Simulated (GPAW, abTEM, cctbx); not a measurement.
## (AlAs)3(BeTe)3: the scripts behind a bonding study

Short scripts, each with its output. The cell is a (AlAs)3(BeTe)3 superlattice along [001] of the zinc-blende type, started at the mean lattice constant and relaxed freely, with no substrate.

## Step 1: Relax the structure

```text
cell
1.0
     4.026973119    0.000000000    0.000000000
     0.000000000    4.026973119    0.000000000
     0.000000000    0.000000000   17.085000000
Al As Be Te
3 3 3 3
Direct
0.000000000 0.000000000 0.000000000
0.500000000 0.500000000 0.166666667
0.000000000 0.000000000 0.333333333
0.500000000 0.000000000 0.083333333
0.000000000 0.500000000 0.250000000
0.500000000 0.000000000 0.416666667
0.500000000 0.500000000 0.500000000
0.000000000 0.000000000 0.666666667
0.500000000 0.500000000 0.833333333
0.000000000 0.500000000 0.583333333
0.500000000 0.000000000 0.750000000
0.000000000 0.500000000 0.916666667
```

```python
from ase.constraints import FixSymmetry
from ase.filters import FrechetCellFilter
from ase.io import read, write
from ase.optimize import BFGS
from ase.parallel import parprint
from gpaw import GPAW, PW, FermiDirac

atoms = read("start.vasp")
atoms.set_constraint(FixSymmetry(atoms))
atoms.calc = GPAW(mode=PW(570), xc="PBE", kpts={"size": (6, 6, 2), "gamma": True},
                 occupations=FermiDirac(0.1), maxiter=120, symmetry={"tolerance": 1e-5}, txt="relax.txt")
BFGS(FrechetCellFilter(atoms), maxstep=0.15).run(fmax=0.03, steps=50)
parprint("cell  %.4f %.4f %.4f  %.2f %.2f %.2f" % tuple(atoms.cell.cellpar()))
parprint("volume %.3f A^3, largest force %.3f eV/A, largest stress %.2f GPa" % (atoms.get_volume(), abs(atoms.get_forces()).max(), 160.218 * abs(atoms.get_stress()).max()))
atoms.set_constraint()
write("relaxed.vasp", atoms, direct=True)
```

```console
$ OMP_NUM_THREADS=1 mpirun -n 4 gpaw python run.py > gpaw.log
```

```text
      Step        Energy          fmax
BFGS:    0      -49.679675        2.562539
BFGS:    1      -49.882668        1.820421
BFGS:    2      -50.183212        0.634228
BFGS:    3      -50.205979        0.571107
BFGS:    4      -50.290815        0.482979
BFGS:    5      -50.300871        0.437349
BFGS:    6      -50.334109        0.425018
BFGS:    7      -50.356606        0.454552
BFGS:    8      -50.375592        0.244138
BFGS:    9      -50.381184        0.168546
BFGS:   10      -50.384008        0.189603
BFGS:   11      -50.386193        0.154152
BFGS:   12      -50.387820        0.068117
BFGS:   13      -50.388395        0.052487
BFGS:   14      -50.388600        0.037299
BFGS:   15      -50.388761        0.044160
BFGS:   16      -50.388938        0.032341
BFGS:   17      -50.389028        0.031710
BFGS:   18      -50.389081        0.029103
cell  4.0520 4.0324 17.1351  90.00 90.00 90.00
volume 279.973 A^3, largest force 0.029 eV/A, largest stress 0.12 GPa
```

Time: 15 min on 4 cores of Arm Neoverse V1 (shared host), peak memory 1.8 GiB.

## Step 2: Build the all-electron density and subtract free atoms

```text
cell
1.0
     4.032399110    0.000000000    0.000000000
     0.000000000    4.051976590    0.000000000
     0.000000000    0.000000000   17.135077140
Te As Al Be
3 3 3 3
Direct
0.500000000 0.000000000 0.422124290
0.000000000 0.500000000 0.257736560
0.500000000 0.000000000 0.093913660
0.000000000 0.500000000 0.911083900
0.500000000 0.000000000 0.742877520
0.000000000 0.500000000 0.573236140
0.000000000 0.000000000 0.990803800
0.500000000 0.500000000 0.822807160
0.000000000 0.000000000 0.654909350
0.500000000 0.500000000 0.508847090
0.000000000 0.000000000 0.343337000
0.500000000 0.500000000 0.178478540
```

```python
import numpy as np
from ase.io import read
from ase.units import Bohr
from gpaw import GPAW, PW, FermiDirac
from gpaw.calculator import GPAW as OldGPAW
from gpaw.mpi import serial_comm, world
from scipy.special import erfc
from scipy.spatial import cKDTree

atoms = read("cell.vasp")
atoms.calc = GPAW(mode=PW(450), xc="PBE", kpts={"size": (6, 6, 2), "gamma": True},
                 occupations=FermiDirac(0.1), maxiter=120, symmetry={"tolerance": 1e-5}, txt="scf.txt")
atoms.get_potential_energy()
rho = atoms.calc.get_all_electron_density(gridrefinement=2)
moments = atoms.get_magnetic_moments() if atoms.calc.get_number_of_spins() == 2 else np.zeros(len(atoms))
total = atoms.get_magnetic_moment() if moments.any() else 0.0
if world.rank == 0:
    free = OldGPAW(mode=PW(450), xc="PBE", txt=None, communicator=serial_comm)
    neutral = atoms.copy()
    neutral.set_initial_magnetic_moments(None)
    free.initialize(neutral)
    free.set_positions(neutral)
    drho = rho - free.get_all_electron_density(gridrefinement=2)
    # GPAW starts from confined atoms: exchange their smooth part for that of the datasets' free atoms
    h = np.stack(np.meshgrid(*[np.fft.fftfreq(n, 1 / n) for n in drho.shape], indexing="ij"), -1)
    gabs = np.linalg.norm(h @ atoms.cell.reciprocal(), axis=-1)
    tails = np.fft.fftn(free.get_pseudo_density(gridrefinement=2))
    g, form, v0 = np.linspace(0, gabs.max(), 1500), {}, 0
    for e in set(atoms.symbols):
        idx = atoms.symbols.search(e)
        d = free.setups[idx[0]].data
        r, w = d.rgd.r_g * Bohr, d.rgd.r_g**2 * d.rgd.dr_g
        j0 = np.sinc(2 * g[:, None] * r)
        smooth = sum(f * p**2 for f, p in zip(d.f_j, d.phit_jg)) + np.sqrt(4 * np.pi) * d.nct_g
        full = sum(f * p**2 for f, p in zip(d.f_j, d.phi_jg)) + np.sqrt(4 * np.pi) * d.nc_g
        phase = sum(np.exp(-2j * np.pi * h @ s) for s in atoms.get_scaled_positions()[idx])
        tails -= np.interp(gabs, g, j0 @ (smooth * w)) * phase * drho.size / atoms.get_volume()
        form[e] = j0 @ (full * w)
        v0 += 2 * np.pi / 3 * 14.3996 * (full * w * r**2).sum() * len(idx)  # V A^3
    tails *= 0.5 * erfc((gabs - 1.8) / 0.25)  # the tails differ at long wavelengths alone
    drho += np.fft.ifftn(tails).real  # crystal minus superposed spherical free atoms
    np.save("drho.npy", drho)
    dv = atoms.get_volume() / drho.size
    print("grid", drho.shape, " electrons %.3f" % (rho.sum() * dv), " moved by bonding %.3f e" % (abs(drho).sum() * dv / 2))
    pts = np.indices(drho.shape).reshape(3, -1).T / drho.shape @ atoms.cell
    shifts = (np.indices((3, 3, 3)).reshape(3, -1).T - 1) @ atoms.cell
    images = (atoms.positions[None] + shifts[:, None]).reshape(-1, 3)
    dist, idx = cKDTree(images).query(pts, k=4)
    out = drho.ravel()[dist[:, 0] > 0.5]
    print("deformation density beyond 0.5 A of the nuclei: max %.3f, min %.3f e/A^3" % (out.max(), out.min()))
    tie = dist < dist[:, :1] + 1e-4
    q = -np.bincount((idx % len(atoms))[tie], (drho.ravel()[:, None] / tie.sum(1, keepdims=True) * tie)[tie], len(atoms)) * dv
    print("atom        x       y       z   Voronoi charge  moment")
    for a, s, c, m in zip(atoms, atoms.get_scaled_positions(), q, moments):
        print("%-2s%-3d %7.4f %7.4f %7.4f %10.3f %10.2f" % (a.symbol, a.index + 1, *s, c, m))
    np.savez("free.npz", g=g, **form)
    print("mean inner potential of superposed free atoms %.3f V" % (v0 / atoms.get_volume()))
    print("total magnetic moment %.3f muB" % total)
```

```console
$ OMP_NUM_THREADS=1 mpirun -n 4 gpaw python run.py > gpaw.log
```

```text
grid (40, 40, 168)  electrons 306.000  moved by bonding 2.746 e
deformation density beyond 0.5 A of the nuclei: max 0.151, min -0.076 e/A^3
atom        x       y       z   Voronoi charge  moment
Te1    0.5000  0.0000  0.4221      0.041       0.00
Te2    0.0000  0.5000  0.2577      0.040       0.00
Te3    0.5000  0.0000  0.0939      0.015       0.00
As4    0.0000  0.5000  0.9111     -0.210       0.00
As5    0.5000  0.0000  0.7429     -0.203       0.00
As6    0.0000  0.5000  0.5732     -0.183       0.00
Al7    0.0000  0.0000  0.9908      0.177       0.00
Al8    0.5000  0.5000  0.8228      0.202       0.00
Al9    0.0000  0.0000  0.6549      0.184       0.00
Be10   0.5000  0.5000  0.5088     -0.002       0.00
Be11   0.0000  0.0000  0.3433     -0.032       0.00
Be12   0.5000  0.5000  0.1785     -0.028       0.00
mean inner potential of superposed free atoms 13.918 V
total magnetic moment 0.000 muB
```

Time: 37 s.

## Step 3: Fourier-transform the difference

```python
from cctbx import adptbx, crystal, miller, xray
from cctbx.eltbx import tiny_pse
import numpy as np

cs = crystal.symmetry(unit_cell=(4.0324, 4.052, 17.1351, 90, 90, 90), space_group_symbol='Hall: P 2 -2')  # Pmm2
atoms = [  # label, site, U (iso, or U11 U22 U33 U12 U13 U23 in A^2), occupancy
    ("Te1", (0.5, 0, 0.42212), 0.0000, 1),
    ("Te2", (0, 0.5, 0.25774), 0.0000, 1),
    ("Te3", (0.5, 0, 0.09391), 0.0000, 1),
    ("As1", (0, 0.5, 0.91108), 0.0000, 1),
    ("As2", (0.5, 0, 0.74288), 0.0000, 1),
    ("As3", (0, 0.5, 0.57324), 0.0000, 1),
    ("Al1", (0, 0, 0.9908), 0.0000, 1),
    ("Al2", (0.5, 0.5, 0.82281), 0.0000, 1),
    ("Al3", (0, 0, 0.65491), 0.0000, 1),
    ("Be1", (0.5, 0.5, 0.50885), 0.0000, 1),
    ("Be2", (0, 0, 0.34334), 0.0000, 1),
    ("Be3", (0.5, 0.5, 0.17848), 0.0000, 1),
]
xs = xray.structure(crystal_symmetry=cs)
for label, site, u, occ in atoms:
    u = adptbx.u_cif_as_u_star(cs.unit_cell(), u) if isinstance(u, tuple) else u
    xs.add_scatterer(xray.scatterer(label, site=site, u=u, occupancy=occ))
xs.scattering_type_registry(table="wk1995")
drho = np.load("drho.npy")
T = np.array([[1, 0, 0], [0, 1, 0], [0, 0, 1]])  # conventional axes in terms of the primitive ones
dF = np.fft.ifftn(drho) * 279.97323  # electrons a conventional cell, indexed by primitive hkl
ms = miller.build_set(cs, anomalous_flag=False, d_min=0.9).sort("resolution")
iam = ms.structure_factors_from_scatterers(xs, algorithm="direct").f_calc()
p1 = xs.expand_to_p1()
z = np.array([tiny_pse.table(sc.scattering_type).atomic_number() for sc in p1.scatterers()])
x = np.array(p1.sites_frac())
free = np.load("free.npz")
print("static structure factors of the conventional cell: F in electrons, V (Mott-Bethe) in volts")
print("   h  k  l      d  |F| table  |F| free   |F| DFT   change   |V| free  |V| DFT  change %")
for h, d, table in list(zip(ms.indices(), ms.d_spacings().data(), iam.data()))[:16]:
    df = dF[tuple(np.rint(np.linalg.solve(T, h)).astype(int))]
    phase = np.exp(2j * np.pi * x @ h)
    f = sum(np.interp(1 / d, free["g"], free[sc.scattering_type]) * p for sc, p in zip(p1.scatterers(), phase))
    fz = (z * phase).sum()
    c = 14.3996 * d * d / (np.pi * cs.unit_cell().volume())
    v0, v1 = abs(fz - f) * c, abs(fz - f - df) * c
    print("%4d%3d%3d %7.4f %9.3f %9.3f %9.3f %8.3f %9.3f %8.3f %8s" % (h + (d, abs(table), abs(f), abs(f + df), abs(f + df) - abs(f), v0, v1, "%.1f" % (100 * (v1 / v0 - 1)) if v0 > 0.02 else "-")))
```

```console
$ python run.py
```

```text
static structure factors of the conventional cell: F in electrons, V (Mott-Bethe) in volts
   h  k  l      d  |F| table  |F| free   |F| DFT   change   |V| free  |V| DFT  change %
   0  0  1 17.1351    23.707    23.703    23.648   -0.055     0.402    0.813    102.3
   0  0  2  8.5676     1.240     1.241     1.240   -0.002     0.038    0.040      5.4
   0  0  3  5.7117    15.444    15.462    15.348   -0.114     0.315    0.384     21.8
   0  0  4  4.2838     2.177     2.179     2.174   -0.004     0.053    0.055      2.4
   0  1  0  4.0520    25.053    25.078    24.821   -0.257     0.786    0.855      8.8
   1  0  0  4.0324     9.270     9.284     9.221   -0.063     0.191    0.207      8.8
   0  1  1  3.9432     0.660     0.661     0.656   -0.005     0.020    0.021        -
   1  0  1  3.9252     0.454     0.455     0.455   -0.000     0.012    0.012        -
   0  1  2  3.6630    48.168    48.211    47.782   -0.428     1.527    1.621      6.2
   1  0  2  3.6485    18.907    18.917    18.748   -0.169     0.328    0.365     11.4
   0  0  5  3.4270    37.319    37.323    37.008   -0.315     0.845    0.913      8.1
   0  1  3  3.3048   213.948   214.106   215.217    1.111     6.541    6.331     -3.2
   1  0  3  3.2942   225.291   225.464   226.420    0.956     6.961    6.784     -2.5
   0  1  4  2.9437    56.622    56.668    56.457   -0.210     1.721    1.752      1.8
   1  0  4  2.9362    42.328    42.335    42.064   -0.271     0.926    0.966      4.3
   1  1  0  2.8582   175.884   175.945   176.137    0.192     3.752    3.726     -0.7
```

Time: 0.32 s on 1 core of Arm Neoverse V1 (shared host), peak memory 0.08 GiB.

## Step 4: Rock the beam across one reflection

```python
import abtem
import numpy as np
from ase.build import make_supercell
from ase.io import read

abtem.config.set({"dask.lazy": False, "fft": "fftw", "diagnostics.progress_bar": False})
M = [[1, 0, 0], [0, 1, 0], [0, 0, 1]]  # rows: x, y and beam direction in the primitive cell's axes
unit = make_supercell(read("cell.vasp"), M)
unit.set_cell(list(unit.cell.lengths()) + [90, 90, 90], scale_atoms=True)
unit.positions[:, 2] += 0.7135  # keeps atomic planes off the slice boundaries
unit.wrap()
slab = unit * (1, 1, 40)
print(slab.get_chemical_formula(), "| box %.2f x %.2f x %.2f A" % tuple(slab.cell.lengths()))

# change of the potential by bonding, from the DFT deformation density (Poisson's equation term by term)
drho = np.load("drho.npy")
prim = read("cell.vasp")
h = np.stack(np.meshgrid(*[np.fft.fftfreq(n, 1 / n) for n in drho.shape], indexing="ij"), -1).reshape(-1, 3).astype(int)
g2 = ((h @ prim.cell.reciprocal()) ** 2).sum(1)
keep = (g2 > 0) & (g2 < 2.5**2)
shape = (90, 91, 96)
vg = np.zeros(shape, complex)
hm = h[keep] @ np.array(M).T
move = np.exp(-2j * np.pi * hm[:, 2] * (0.7135 / unit.cell[2, 2] - 0.5 / shape[2]))  # the same shift, sampled at mid-points
vg[tuple(hm.T % np.array(shape)[:, None])] = -14.3996 / np.pi * (np.fft.fftn(drho).ravel() / drho.size)[keep] / g2[keep] * move
dV = np.fft.ifftn(vg).real * vg.size
dV = dV.reshape(90, 91, 12, 8).mean(3) * unit.cell[2, 2] / 12  # V A, projected in each slice
dV = np.tile(dV.transpose(2, 0, 1), (40, 1, 1))


def build(atoms):
    p = abtem.Potential(atoms, gpts=(90, 91), slice_thickness=[slab.cell[2, 2] / 480] * 480,
                        parametrization="lobato", projection="infinite", exit_planes=120).build()
    p.array[:] += BONDING * dV
    return p


def potentials():
    yield build(slab)  # atoms at rest


for label, BONDING in (("IAM", 0.0), ("DFT", 1.0)):
    print("=====", label)
    potential = build(slab)
    print("grid", potential.gpts, "slices", potential.num_slices)
    thickness = potential.exit_thicknesses
    h = np.array(M) @ np.linalg.solve(np.array([[1, 0, 0], [0, 1, 0], [0, 0, 1]]), [1, 1, 0])
    ix, iy = round(h[0]) * 1, round(h[1]) * 1
    gxy = h[:2] / unit.cell.lengths()[:2]
    along = gxy / np.hypot(*gxy)
    across = np.array([-along[1], along[0]])
    bragg = 500 * abtem.PlaneWave(energy=200000).wavelength * np.hypot(*gxy)
    print("Bragg angle %.3f mrad; beam tilted 55 mrad off the zone axis across the row" % bragg)
    print("dark-field intensity of 1 1 0 against tilt along the row, in Bragg angles")
    print("  t (A)" + "".join("%8.2f" % s for s in [0.2, 0.4, 0.6, 0.8, 1.0, 1.2, 1.4, 1.6, 1.8, 2.0, 2.2, 2.4, 2.6]))
    rows = []
    row = [(n * ix, n * iy) for n in range(-8, 9)]
    for s in [0.2, 0.4, 0.6, 0.8, 1.0, 1.2, 1.4, 1.6, 1.8, 2.0, 2.2, 2.4, 2.6]:
        tilt = -s * bragg * along + 55 * across
        dp = abtem.PlaneWave(energy=200000, tilt=tuple(tilt)).multislice(potential).diffraction_patterns(max_angle="valid").array
        rows.append(dp[:, dp.shape[1] // 2 + ix, dp.shape[2] // 2 + iy])
        if s == 1.0:
            cx, cy = dp.shape[1] // 2, dp.shape[2] // 2
            share = sum(dp[:, cx + i, cy + j] for i, j in row if abs(i) < cx and abs(j) < cy) / dp.sum(axis=(1, 2))
            total = dp.sum(axis=(1, 2))
    for t, a in list(zip(thickness, np.array(rows).T))[1:]:
        print("%7.1f" % t + "".join("%8.4f" % v for v in a))
    print("at the Bragg tilt, share in the row:", share[1:].round(3).tolist(), "total:", total[1:].round(3).tolist())
```

```console
$ python run.py
```

```text
Al120As120Be120Te120 | box 4.03 x 4.05 x 685.40 A
===== IAM
grid (90, 91) slices 480
Bragg angle 4.387 mrad; beam tilted 55 mrad off the zone axis across the row
dark-field intensity of 1 1 0 against tilt along the row, in Bragg angles
  t (A)    0.20    0.40    0.60    0.80    1.00    1.20    1.40    1.60    1.80    2.00    2.20    2.40    2.60
  171.4  0.1797  0.2005  0.2135  0.2204  0.2218  0.2202  0.2131  0.1995  0.1787  0.1520  0.1220  0.0926  0.0664
  342.7  0.4076  0.5341  0.5088  0.4709  0.5027  0.4759  0.5003  0.5268  0.4057  0.2490  0.1030  0.0219  0.0036
  514.1  0.1888  0.3654  0.4372  0.3441  0.7175  0.3589  0.3993  0.3650  0.1872  0.0627  0.0236  0.0793  0.0717
  685.4  0.0180  0.0394  0.3004  0.1735  0.4313  0.2099  0.2565  0.0414  0.0183  0.0261  0.0222  0.0355  0.0034
at the Bragg tilt, share in the row: [0.8320000171661377, 0.7319999933242798, 0.7540000081062317, 0.7870000004768372] total: [0.9950000047683716, 0.9929999709129333, 0.9879999756813049, 0.9829999804496765]
===== DFT
grid (90, 91) slices 480
Bragg angle 4.387 mrad; beam tilted 55 mrad off the zone axis across the row
dark-field intensity of 1 1 0 against tilt along the row, in Bragg angles
  t (A)    0.20    0.40    0.60    0.80    1.00    1.20    1.40    1.60    1.80    2.00    2.20    2.40    2.60
  171.4  0.1776  0.1982  0.2111  0.2178  0.2192  0.2177  0.2106  0.1971  0.1766  0.1502  0.1205  0.0915  0.0655
  342.7  0.4055  0.5307  0.5050  0.4674  0.4995  0.4727  0.4965  0.5234  0.4036  0.2482  0.1031  0.0221  0.0036
  514.1  0.1914  0.3676  0.4377  0.3450  0.7195  0.3606  0.3994  0.3673  0.1897  0.0646  0.0243  0.0791  0.0715
  685.4  0.0164  0.0423  0.3060  0.1751  0.4405  0.2120  0.2603  0.0446  0.0166  0.0239  0.0218  0.0361  0.0036
at the Bragg tilt, share in the row: [0.8320000171661377, 0.7329999804496765, 0.7540000081062317, 0.7870000004768372] total: [0.9950000047683716, 0.9929999709129333, 0.9879999756813049, 0.9829999804496765]
```

Time: 16 s.

[Outputs are excerpts: Python notices, other lines and further rows are left out; steps that failed or that the build refused (PBEsol, TPSS) are not shown.]

[Logs are printed without paths, hosts, clocks, repeated set-up lines and the standing remarks that a program may print on its own settings, such as how far it seeks lower states.]
